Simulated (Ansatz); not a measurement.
**MgO (Periclase, Fm-3m): from the cell to its phonons**

Aim: the vibrations of MgO (Periclase, Fm-3m), their spectra, and whether the structure is stable.

Main program and level: Ansatz 0.2.0; DFT PBEsol, scalar-relativistic, plane waves, PAW; PAW set soft_1.

**Measured values to reproduce.**

For MgO, rocksalt (phase in multiphase steam-pyrolysed phosphate tailings), “Study on Pyrolysis Characteristics of Phosphate Tailings under H2O Atmosphere” (2024, pmc:11084758) gives, by powder XRD, Rietveld refinement: lattice constant a 4.21322 ± 5e-05 Å [refined as one phase in multiphase pyrolysed phosphate tailings, not a pure sample].

For MgO, rocksalt (bulk crystal), “Electronic structure of alkaline earth and post-transition metal oxides” (2009, arxiv:0908.1581) quotes earlier work: band gap (literature experimental gap) 7.83 eV [Literature value based on experiment; other listed experimental values range from 7.7 to …].

For MgO, rocksalt (wedged single crystal slab, 295 K), “Infrared Optical Properties of Ferropericlase (Mg1-xFexO): Experiment and Theory” (2007, arxiv:0704.2267) gives, by infrared reflectance, oscillator fit: ε∞ (high-frequency dielectric constant) 2.95 ± 0.1; infrared mode (TO phonon at Gamma (T1u)) 396.5 cm⁻¹.

The database entry behind the starting cell differs from later determinations by our own check (about 0.1 % long), so it need not match the best structure at ambient conditions.

## 1. The structure

It takes space group Fm-3m (No. 225, cubic). Conventional cell: a = 4.217 Å, b = 4.217 Å, c = 4.217 Å, α = 90.00°, β = 90.00°, γ = 90.00°. Mg has 6 O at 2.11 Å nearest. Nearest to O lie 6 Mg at 2.11 Å. Farther neighbours and most contacts between anions are not listed.

## 2. Bringing the structure to rest

The cell and atoms are relaxed, since residual forces and stress would shift the frequencies.

Input file input.yaml:

```yaml
crystal:
  lattice:
    - [0.0, 2.1085, 2.1085]
    - [2.1085, 0.0, 2.1085]
    - [2.1085, 2.1085, 0.0]
  atoms:
    - { symbol: Mg, position: [0.0, 0.0, 0.0] }
    - { symbol: O, position: [0.5, 0.5, 0.5] }
kpoints:
  mp_grid: { grid: [8, 8, 8] }
hamiltonian:
  xc: pbesol
  pseudopotentials: { kind: paw, azcp: { folder: soft_1 }, xc_functional: pbe }
scf:
  occupations: { method: gaussian, width: 0.02 }
output:
  forces: true
  stress: true
  eigenvalues: true
relax:
  adjacent_minimum: "off"
  f_tol: 0.005
  max_steps: 80
  cell: { stress_tol: 0.05 }
```

Started as:

```console
> ansatz run input.yaml --threads 4 --pin off --max-ram 16384MiB --backend cpu --events-out ev --progress --plain --runs-dir out
```

Numbers of over 12 decimals in the logs are rounded to 6 here.

What it wrote:

```text
Engine: ansatz 0.2.0, x86_64-unknown-linux-gnu
Pseudopotentials: kind: paw
Pseudopotential: Mg, paw, valence charge 10, recommended cutoff 420 eV (normal), soft_1/Mg.paw.azcp
Pseudopotential: O, paw, valence charge 6, recommended cutoff 420 eV (normal), soft_1/O.paw.azcp
Functional definition: PBEsol
  exchange = pbesol_x
  correlation = pbesol_c
Crystal: 2 atoms, lattice volume = 18.748 Å³
Basis set: ecut = 420 eV, 339 PW (Γ), exchange–correlation on 40×40×40 points (8 copies of the dense FFT grid, shifted against one another)
Bands: 12, of which v1, the nominal top of the filled ones, is band 8 counted from 1 (7 counted from 0)
Symmetry: 48 space group operations
Space group: Fm-3m (ITA 225), of the structure as read, at distance tolerance 2.7e-5 Å
k-points: 29 of 512
Non-local potential: Mg, projectors of the file, l = 0: 3, l = 1: 2, l = 2: 1
Non-local potential: O, projectors of the file, l = 0: 2, l = 1: 2, l = 2: 1
PAW form: soft (Blöchl's): semilocal exchange-correlation on the pseudo side does not see the compensation charge
PAW frozen core: Mg, regenerated for the run's functional, and the local potential with it (the file was generated under x = pbe(κ = 0.804, μ = 0.219515), c = pbe(β = 0.066725))
PAW frozen core: O, regenerated for the run's functional, and the local potential with it (the file was generated under x = pbe(κ = 0.804, μ = 0.219515), c = pbe(β = 0.066725))
PAW one-centre angular grid: Mg, 110 points (default); XC on 64 Gauss nodes
PAW one-centre angular grid: O, 110 points (default); XC on 64 Gauss nodes
Initial density: superposition of atomic densities (chi_scale 0.1, normalization cell, long waves kept (reshape's long-wave potential 0.00 eV rms))
Initial wavefunctions: pseudopotential atomic-orbital guess
Functional: x = pbesol(κ = 0.804, μ = 0.123457), c = pbesol(β = 0.046)
SCF iter   1: F=—  HF=-2475.877954 eV  |F-HF|=—  |Δ(HF+E_count)|=         —  Δρ=7.13e-2  dr2=4.75e-1  ethr=3.10e-3  ⟨swp⟩=6.0  Hψ=2127  notcnv=0
preconditioner: auto → none  [insulator: Δε(μ)=4.249 eV  Ē_g=18.142 eV  σ=0.020 eV  W_gap=1.00  n_scr=8 (ndim 8)  ℏωp=24.3 eV  f_vac=0.000  D(μ)=0.00/eV (n_scr^D=0)  ε∞_Penn≈2.8]
SCF iter   2: F=—  HF=-2475.836532 eV  |F-HF|=—  |Δ(HF+E_count)|=   4.14e-2  Δρ=2.70e-2  dr2=7.78e-2  ethr=2.97e-3  ⟨swp⟩=2.7  Hψ=762  notcnv=0
SCF iter   3: F=—  HF=-2475.871712 eV  |F-HF|=—  |Δ(HF+E_count)|=   3.52e-2  Δρ=5.02e-3  dr2=3.50e-3  ethr=4.86e-4  ⟨swp⟩=2.7  Hψ=623  notcnv=0
SCF iter   4: F=—  HF=-2475.874153 eV  |F-HF|=—  |Δ(HF+E_count)|=   2.44e-3  Δρ=4.11e-4  dr2=1.97e-5  ethr=2.19e-5  ⟨swp⟩=2.2  Hψ=665  notcnv=0
SCF iter   5: F=—  HF=-2475.874128 eV  |F-HF|=—  |Δ(HF+E_count)|=   2.46e-5  Δρ=1.04e-4  dr2=1.29e-6  ethr=1.23e-7  ⟨swp⟩=2.0  Hψ=568  notcnv=0
SCF iter   6: F=-2475.874128 eV  HF=-2475.874128 eV  |F-HF|=3.10e-9  |Δ(HF+E_count)|=   3.61e-7  Δρ=7.88e-6  dr2=2.81e-9  ethr=6.25e-10  ⟨swp⟩=5.9  Hψ=1660  notcnv=0
SCF 1 converged in 6 iterations: F = -2475.874128 eV  dr2 = 2.81e-9
  greatest PAW one-centre occupation: 1.000 electrons in one spin orbital (limit 2), on the Mg atom at site 0 (counted from 0), in its partial waves of l = 0
relax step   1: F+E_penalty+E_count = -2475.87412770 eV  Δ(F+E_penalty+E_count) = +0.000e0 eV  max|allowed force component| = 9.787e-30 eV/Å  Δτ_max = 0.0000 Å  P = -0.239 GPa  Ω = 18.748 Å³  (6 SCF iters, dr2 threshold 1.00e-7 eV, accepted)
Crystal: 2 atoms, lattice volume = 18.736 Å³
Initial density: handed on by an earlier stage of this run
Initial wavefunctions: those handed on with the density
iter 1 solved again at ethr=4.33e-9 eV; its pass at ethr=3.10e-3 eV (dr2=6.93e-7 eV) is discarded
SCF iter   1: F=—  HF=-2475.874191 eV  |F-HF|=—  |Δ(HF+E_count)|=         —  Δρ=7.08e-5  dr2=6.42e-7  ethr=4.33e-9  ⟨swp⟩=2.2  Hψ=2420  notcnv=0
preconditioner: auto → none  [insulator: Δε(μ)=4.613 eV  Ē_g=18.364 eV  σ=0.020 eV  W_gap=1.00  n_scr=8 (ndim 8)  ℏωp=24.3 eV  f_vac=0.000  D(μ)=0.00/eV (n_scr^D=0)  ε∞_Penn≈2.7]
iter 2 did not close the SCF: its close was put off for the readings that it lacked (scf_convergence_deferred on its scf_iter line)
SCF iter   2: F=-2475.874171 eV  HF=-2475.874171 eV  |F-HF|=2.22e-8  |Δ(HF+E_count)|=   1.94e-5  Δρ=2.39e-5  dr2=7.08e-8  ethr=4.01e-9  ⟨swp⟩=2.5  Hψ=492  notcnv=0
iter 3 did not close the SCF: its close was put off for the readings that it lacked (scf_convergence_deferred on its scf_iter line)
SCF iter   3: F=-2475.874171 eV  HF=-2475.874171 eV  |F-HF|=6.17e-10  |Δ(HF+E_count)|=  8.89e-10  Δρ=4.10e-6  dr2=1.72e-9  ethr=4.42e-10  ⟨swp⟩=2.1  Hψ=441  notcnv=0
iter 4 did not close the SCF: its close was put off for the readings that it lacked (scf_convergence_deferred on its scf_iter line)
SCF iter   4: F=-2475.874171 eV  HF=-2475.874171 eV  |F-HF|=4.55e-12  |Δ(HF+E_count)|=  9.45e-10  Δρ=3.33e-7  dr2=1.89e-11  ethr=1.08e-11  ⟨swp⟩=2.2  Hψ=459  notcnv=0
iter 5 did not close the SCF: its close was put off for the readings that it lacked (scf_convergence_deferred on its scf_iter line)
SCF iter   5: F=-2475.874171 eV  HF=-2475.874171 eV  |F-HF|=4.55e-13  |Δ(HF+E_count)|=  1.82e-12  Δρ=9.47e-8  dr2=5.05e-13  ethr=1.00e-12  ⟨swp⟩=1.0  Hψ=348  notcnv=0
SCF iter   6: F=-2475.874171 eV  HF=-2475.874171 eV  |F-HF|=4.55e-13  |Δ(HF+E_count)|=    0.00e0  Δρ=7.48e-9  dr2=4.13e-15  ethr=1.00e-12  ⟨swp⟩=1.0  Hψ=812  notcnv=0
SCF 2 converged in 6 iterations: F = -2475.874171 eV  dr2 = 4.13e-15
relax step   2: F+E_penalty+E_count = -2475.87417145 eV  Δ(F+E_penalty+E_count) = -4.375e-5 eV  max|allowed force component| = 4.848e-30 eV/Å  Δτ_max = 0.0000 Å  P = -0.136 GPa  Ω = 18.736 Å³  energy of the carried Pulay correction = +2.981e-5 eV  (6 SCF iters, dr2 threshold 1.42e-7 eV, accepted)
Crystal: 2 atoms, lattice volume = 18.720 Å³
iter 1 solved again at ethr=7.19e-9 eV; its pass at ethr=3.10e-3 eV (dr2=1.15e-6 eV) is discarded
SCF iter   1: F=—  HF=-2475.874237 eV  |F-HF|=—  |Δ(HF+E_count)|=         —  Δρ=8.96e-5  dr2=1.08e-6  ethr=7.19e-9  ⟨swp⟩=2.2  Hψ=2419  notcnv=0
preconditioner: auto → none  [insulator: Δε(μ)=4.621 eV  Ē_g=18.373 eV  σ=0.020 eV  W_gap=1.00  n_scr=8 (ndim 8)  ℏωp=24.3 eV  f_vac=0.000  D(μ)=0.00/eV (n_scr^D=0)  ε∞_Penn≈2.7]
SCF iter   2: F=—  HF=-2475.874217 eV  |F-HF|=—  |Δ(HF+E_count)|=   1.95e-5  Δρ=2.99e-5  dr2=1.24e-7  ethr=6.78e-9  ⟨swp⟩=2.7  Hψ=528  notcnv=0
iter 3 did not close the SCF: its close was put off for the readings that it lacked (scf_convergence_deferred on its scf_iter line)
SCF iter   3: F=-2475.874217 eV  HF=-2475.874217 eV  |F-HF|=9.72e-10  |Δ(HF+E_count)|=  7.29e-10  Δρ=5.53e-6  dr2=3.21e-9  ethr=7.72e-10  ⟨swp⟩=2.1  Hψ=439  notcnv=0
iter 4 did not close the SCF: its close was put off for the readings that it lacked (scf_convergence_deferred on its scf_iter line)
SCF iter   4: F=-2475.874217 eV  HF=-2475.874217 eV  |F-HF|=3.64e-12  |Δ(HF+E_count)|=   1.37e-9  Δρ=4.06e-7  dr2=1.99e-11  ethr=2.01e-11  ⟨swp⟩=2.2  Hψ=454  notcnv=0
iter 5 did not close the SCF: its close was put off for the readings that it lacked (scf_convergence_deferred on its scf_iter line)
SCF iter   5: F=-2475.874217 eV  HF=-2475.874217 eV  |F-HF|=9.09e-13  |Δ(HF+E_count)|=  1.82e-12  Δρ=3.99e-8  dr2=1.44e-13  ethr=1.00e-12  ⟨swp⟩=1.0  Hψ=350  notcnv=0
SCF iter   6: F=-2475.874217 eV  HF=-2475.874217 eV  |F-HF|=0.00e0  |Δ(HF+E_count)|=  4.55e-13  Δρ=3.09e-8  dr2=6.87e-14  ethr=1.00e-12  ⟨swp⟩=1.1  Hψ=819  notcnv=0
SCF 3 converged in 6 iterations: F = -2475.874217 eV  dr2 = 6.87e-14
relax step   3: F+E_penalty+E_count = -2475.87421741 eV  Δ(F+E_penalty+E_count) = -4.596e-5 eV  max|allowed force component| = 5.456e-30 eV/Å  Δτ_max = 0.0000 Å  P = +0.000 GPa  Ω = 18.720 Å³  energy of the carried Pulay correction = +6.913e-5 eV  (6 SCF iters, dr2 threshold 4.61e-8 eV, accepted)
Initial wavefunctions: pseudopotential atomic-orbital guess (no wavefunctions were taken with the density)
iter 1 solved again at ethr=1.35e-7 eV; its pass at ethr=3.10e-3 eV (dr2=2.17e-5 eV) is discarded
SCF iter   1: F=—  HF=-2475.874116 eV  |F-HF|=—  |Δ(HF+E_count)|=         —  Δρ=1.82e-5  dr2=8.69e-9  ethr=1.35e-7  ⟨swp⟩=3.2  Hψ=3133  notcnv=0
eigensolver tolerance schedule: the retry pair's looser diagonalisation over-reported the residual by 2493.02 of it (diagonalisation noise at 0.12 of the residual, at the tolerance the schedule requests for it); recorded, not acted on — ethr = c·dr2/N_el stays at c = 1.0e-1
SCF iter   2: F=—  HF=-2475.874096 eV  |F-HF|=—  |Δ(HF+E_count)|=   1.96e-5  Δρ=8.59e-6  dr2=1.63e-9  ethr=5.43e-11  ⟨swp⟩=2.8  Hψ=653  notcnv=0
SCF iter   3: F=—  HF=-2475.874096 eV  |F-HF|=—  |Δ(HF+E_count)|=   3.16e-9  Δρ=1.18e-6  dr2=3.43e-11  ethr=1.02e-11  ⟨swp⟩=2.0  Hψ=464  notcnv=0
iter 4 did not close the SCF: its close was put off for the readings that it lacked (scf_convergence_deferred on its scf_iter line)
SCF iter   4: F=-2475.874096 eV  HF=-2475.874096 eV  |F-HF|=2.73e-12  |Δ(HF+E_count)|=  7.28e-11  Δρ=1.50e-7  dr2=6.12e-13  ethr=1.00e-12  ⟨swp⟩=2.1  Hψ=529  notcnv=0
iter 5 did not close the SCF: its close was put off for the readings that it lacked (scf_convergence_deferred on its scf_iter line)
SCF iter   5: F=-2475.874096 eV  HF=-2475.874096 eV  |F-HF|=0.00e0  |Δ(HF+E_count)|=  2.73e-12  Δρ=4.66e-8  dr2=6.39e-14  ethr=1.00e-12  ⟨swp⟩=1.0  Hψ=348  notcnv=0
iter 6 did not close the SCF: its close was put off for the readings that it lacked (scf_convergence_deferred on its scf_iter line)
SCF iter   6: F=-2475.874096 eV  HF=-2475.874096 eV  |F-HF|=0.00e0  |Δ(HF+E_count)|=  4.55e-13  Δρ=6.15e-10  dr2=2.00e-17  ethr=1.00e-12  ⟨swp⟩=1.0  Hψ=348  notcnv=0
iter 7 did not close the SCF: its close was put off for the readings that it lacked (scf_convergence_deferred on its scf_iter line)
SCF iter   7: F=-2475.874096 eV  HF=-2475.874096 eV  |F-HF|=0.00e0  |Δ(HF+E_count)|=    0.00e0  Δρ=3.14e-10  dr2=3.68e-18  ethr=1.00e-12  ⟨swp⟩=1.0  Hψ=348  notcnv=0
SCF iter   8: F=-2475.874096 eV  HF=-2475.874096 eV  |F-HF|=9.09e-13  |Δ(HF+E_count)|=  4.55e-13  Δρ=5.45e-11  dr2=1.47e-19  ethr=1.00e-12  ⟨swp⟩=1.8  Hψ=925  notcnv=0
SCF 4 converged in 8 iterations: F = -2475.874096 eV  dr2 = 1.47e-19
relax step   4: F+E_penalty+E_count = -2475.87409615 eV  Δ(F+E_penalty+E_count) = +1.213e-4 eV  max|allowed force component| = 6.993e-30 eV/Å  Δτ_max = 0.0000 Å  P = -0.007 GPa  Ω = 18.720 Å³  stress off target by 7.40e-3 GPa  SCF on the basis re-selected at this cell (its energy is not comparable with the rows above)  (8 SCF iters)
basis re-selected at this cell: Δ(F+E_penalty+E_count) = +1.213e-4 eV, ΔP = -0.008 GPa vs the last step (what re-selecting the basis moved, of the pressure what is left beyond the Pulay correction that the steps carried, after the strain that the cell walked since its last selection, with what the two solves' SCF thresholds leave and, on support functions, any second-order correction that the steps lacked; it is no m [...]
SCF converged after 8 iterations
Free energy (F): -2475.874096 eV
Harris-Foulkes:  -2475.874096 eV  (|F-HF|=9.09e-13)
Internal energy: -2475.874096 eV  (E = F + TS)
E sigma→0 (E₀):  -2475.874096 eV
Fermi energy:    10.219492 eV
--- Per-component energies (eV) ---
  E_band       = -293.704472
  E_kinetic    = 242.687106
  E_local      = -1692.741793  (includes V_loc(G=0)·N_el)
  E_nonlocal   = 247.637421
  E_hartree    = 560.577637
  E_xc         = -99.358184
  E_vxc        = -127.983439  (∫ρ·V_xc dr)
  E_paw        = -446.280833  (= ΣΔE_a)
  E_vpaw       = -84.459773  (= ΣTr[D̂ρ^β])
  E_aug_tail   = 0.000732  (compensation charges beyond the density's cutoff)
  E_ewald      = -1288.490332
  E_core_change = 0.094150  (= ΣΔE_core)
  E_smearing   = -0.000000  (= −TS)
  E_closure    = 0.000000  (closes the sum)
  Σ components = -2475.874096   (vs F -2475.874096, Δ=0.00e0)
--- Forces (eV/Å), atoms counted from 1 ---
  atom   1  Mg    -0.00000000     0.00000000     0.00000000
  atom   2  O      0.00000000    -0.00000000     0.00000000
  max |Σ_I F_I| component: 1.44e-29 eV/Å
--- Stress (GPa, compression-positive) ---
       -0.007399      -0.000000      -0.000000
       -0.000000      -0.007399      -0.000000
       -0.000000      -0.000000      -0.007399
  P = ⅓ Tr σ = -0.0074 GPa (-0.074 kbar)
--- Band table (eV; the first three rows and the last of 29) ---
  k-point 0: bands = [... 4 lower, -9.2706, 7.9091, 7.9091, 7.9091, 12.5297, 23.5489, 23.5489, 23.5489]
  k-point 1: bands = [... 4 lower, -9.0992, 6.9423, 7.8057, 7.8057, 13.4490, 21.8463, 23.9045, 23.9045]
  k-point 2: bands = [... 4 lower, -8.6545, 5.2248, 7.5680, 7.5680, 14.8837, 20.3109, 24.4058, 24.4058]
  k-point 28: bands = [... 4 lower, -7.6375, 4.9364, 4.9364, 6.1254, 19.3979, 19.3979, 19.9592, 23.2881]
--- Relaxed structure (3 steps of the walk, 3 accepted, 1 SCFs on fresh bases) ---
  F+E_penalty+E_count = -2475.87409615 eV   max|allowed force component| = 6.993e-30 eV/Å   (the final SCF, on the basis selected at the relaxed cell)
  cell:  # Å, volume = 18.7202 Å³
    - [0, 2.107463, 2.107463]
    - [2.107463, 0, 2.107463]
    - [2.107463, 2.107463, 0]
  atoms:
    - { symbol: Mg, position: [0, 0, 0] }
    - { symbol: O, position: [0.5, 0.5, 0.5] }
```

Run time: 0.56 s. Hardware: 4 threads of AMD EPYC 9R45, shared host; peak memory 0.33 GiB; 1.5 s of CPU time.

Little changed from the start: no atom moved by 0.005 Å and no cell edge by 0.1 %.

Numbers from this step:

```
pressure           : -0.007399 GPa
gap on the k-mesh  : 4.621 eV
volume per atom    : 9.360 Å³
direct gap on mesh : 4.621 eV
```

In this step the volume went from 9.37 to 9.36 Å³/atom.

## 3. Tight relaxation

Phonons need a cell at rest on their own settings, so the relaxation is repeated with tight tolerances on forces and stress, using the mesh and the filling of the phonon run that follows.

input.yaml, the sections that differ from step 2:

```yaml
crystal:
  lattice:
    - [0.0, 2.1074634062, 2.1074634062]
    - [2.1074634062, 0.0, 2.1074634062]
    - [2.1074634062, 2.1074634062, 0.0]
  atoms:
    - { symbol: Mg, position: [0.0, 0.0, 0.0] }
    - { symbol: O, position: [0.5, 0.5, 0.5] }
scf:
  occupations: { method: fixed }
relax:
  adjacent_minimum: "off"
  f_tol: 0.001
  max_steps: 60
  cell: { stress_tol: 0.01 }
# kpoints, hamiltonian, output: as in step 2
```

What it wrote:

```text
[...]
Crystal: 2 atoms, lattice volume = 18.720 Å³
Basis set: ecut = 420 eV, 339 PW (Γ), exchange–correlation on 40×40×40 points (8 copies of the dense FFT grid, shifted against one another)
Bands: 12, of which v1, the nominal top of the filled ones, is band 8 counted from 1 (7 counted from 0)
Symmetry: 48 space group operations
[...]
k-points: 29 of 512
[...]
k-point 28: bands = [... 4 lower, -7.6375, 4.9364, 4.9364, 6.1254, 19.3979, 19.3979, 19.9592, 23.2881]
--- Relaxed structure (1 steps of the walk, 1 accepted, 1 SCFs on fresh bases) ---
[...]
cell:  # Å, volume = 18.7202 Å³
    - [0.0, 2.1074634062, 2.1074634062]
    - [2.1074634062, 0.0, 2.1074634062]
    - [2.1074634062, 2.1074634062, 0.0]
  atoms:
    - { symbol: Mg, position: [0.0, 0.0, 0.0] }
    - { symbol: O, position: [0.5, 0.5, 0.5] }
[key lines of the parts left out:]
SCF converged after 5 iterations
Free energy (F): -2475.874096 eV
Fermi energy:    7.909141 eV
P = ⅓ Tr σ = -0.0074 GPa (-0.074 kbar)
```

Elapsed: 0.3 s, on 4 threads; peak memory 0.31 GiB; 0.78 s of CPU time.

Little changed from the start: no atom moved by 0.005 Å and no cell edge by 0.1 %.

Numbers from this step:

```yaml
pressure: -0.007402 GPa
```

The forces vanish by symmetry and the pressure is -0.007 GPa, within the tolerances set. The cell now holds 9.36 Å³/atom.

(Continued in part 2 of 4.)

[Logs are printed without paths, hosts, clocks, repeated set-up lines and the standing remarks that a program may print on its own settings, such as how far it seeks lower states.]

[Hosts, paths, dates, database ids (printed as entryN), source tags and the programs' standing remarks are cut or masked in the printed files.]
